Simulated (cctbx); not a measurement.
**Interatomic vectors of Mg14CdCoS16**

Space group P4/mmm (no. 123), a = 10.3690 Å, b = 10.3690 Å, c = 5.2970 Å, α = 90.00°, β = 90.00°, γ = 90.00°, content Cd1 Co1 S16 Mg14.

The data are simulated with cctbx, not measured: Cu Kα, λ = 1.54184 Å, to d = 0.8 Å, 50 % of the full sphere, strongest reflection 70000 counts, noise from counting, a 1.5 % proportional error and a noise floor of 8 counts (s.d.); no absorption.

Patterson synthesis from sharpened amplitudes, origin scaled to 1000:

```text
Patterson group P 4/m m m
      u       v       w   height  length (A)
  0.000   0.000   0.000   1000.0     0.00
  0.500   0.500   0.000    812.4     7.33
  0.000   0.000   0.500    683.4     2.65
  0.500   0.500   0.500    682.7     7.80
  0.000   0.255   0.000    665.7     2.64
  0.248   0.500   0.000    663.9     5.79
  0.000   0.500   0.500    663.5     5.82
  0.251   0.251   0.500    647.4     4.53
  0.250   0.500   0.500    634.0     6.37
  0.000   0.250   0.500    630.3     3.71
  0.250   0.250   0.000    621.7     3.66
  0.000   0.500   0.000    617.5     5.18
  0.126   0.373   0.248     62.9     4.29
  0.060   0.060   0.140     61.8     1.15
```

Q: Assign the vectors.

A peak at u stands for all pairs with xi − xj = u, with weight Σ ZiZj against Σ Z² = 9145 at the origin. Peak heights follow these weights only roughly, since form factors, motion and series ripples differ, all vectors within 0.55 Å of a peak are counted as merged into it though the farther ones add only part of their weight, and F(000) is left out, which lowers the whole map:

| u | v | w | shortest length (Å) | height | 1000 ΣZiZj/ΣZ² | pairs in the cell |
| --- | --- | --- | --- | --- | --- | --- |
| 0.500 | 0.500 | 0.000 | 7.33 | 812 | 952 | 16 × S–S, 2 × Cd–Co, 14 × Mg–Mg |
| 0.000 | 0.000 | 0.500 | 2.65 | 683 | 850 | 28 × S–Mg, 2 × Cd–S, 2 × Co–S |
| 0.500 | 0.500 | 0.500 | 7.80 | 683 | 850 | 28 × S–Mg, 2 × Cd–S, 2 × Co–S |
| 0.000 | 0.255 | 0.000 | 2.64 | 666 | 850 | 28 × S–Mg, 2 × Cd–S, 2 × Co–S |
| 0.248 | 0.500 | 0.000 | 5.79 | 664 | 850 | 28 × S–Mg, 2 × Cd–S, 2 × Co–S |
| 0.000 | 0.500 | 0.500 | 5.82 | 664 | 850 | 28 × S–Mg, 2 × Cd–S, 2 × Co–S |
| 0.251 | 0.251 | 0.500 | 4.53 | 647 | 850 | 28 × S–Mg, 2 × Cd–S, 2 × Co–S |
| 0.250 | 0.500 | 0.500 | 6.37 | 634 | 834 | 16 × S–S, 12 × Mg–Mg, 2 × Cd–Mg, 2 × Co–Mg |
| 0.000 | 0.250 | 0.500 | 3.71 | 630 | 834 | 16 × S–S, 12 × Mg–Mg, 2 × Cd–Mg, 2 × Co–Mg |
| 0.250 | 0.250 | 0.000 | 3.67 | 622 | 834 | 16 × S–S, 12 × Mg–Mg, 2 × Cd–Mg, 2 × Co–Mg |

The table stops at ten peaks or at a height of 45, below which ripples compete. In the model behind the data Cd, the heaviest element, has 1 independent site: (0, 0, 0), up to an allowed shift of origin. No listed peak is a Cd–Cd vector, so the position follows from the cell content and the cross vectors. The whole model:

| atom | mult. | x | y | z | Ueq (Å²) |
| --- | --- | --- | --- | --- | --- |
| Cd1 | 1 | 0 | 0 | 0 | 0.0114 |
| Co1 | 1 | 1/2 | 1/2 | 0 | 0.0141 |
| S1 | 4 | 0.7521 | 1/2 | 0 | 0.0188 |
| S2 | 4 | 0.7353 | 0 | 0 | 0.0144 |
| S3 | 1 | 1/2 | 1/2 | 1/2 | 0.0165 |
| S4 | 2 | 0 | 1/2 | 1/2 | 0.0165 |
| S5 | 1 | 0 | 0 | 1/2 | 0.0173 |
| S6 | 4 | 0.7520 | 0.7520 | 1/2 | 0.0206 |
| Mg1 | 4 | 0.7479 | 0.7479 | 0 | 0.0236 |
| Mg2 | 4 | 1/2 | 0.7502 | 1/2 | 0.0214 |
| Mg3 | 4 | 0 | 0.7466 | 1/2 | 0.0191 |
| Mg4 | 2 | 0 | 1/2 | 0 | 0.0289 |

This is a model crystal, built by substitution and not relaxed, with assumed displacement parameters.

[Logs are printed without paths, hosts, clocks, repeated set-up lines and the standing remarks that a program may print on its own settings, such as how far it seeks lower states.]
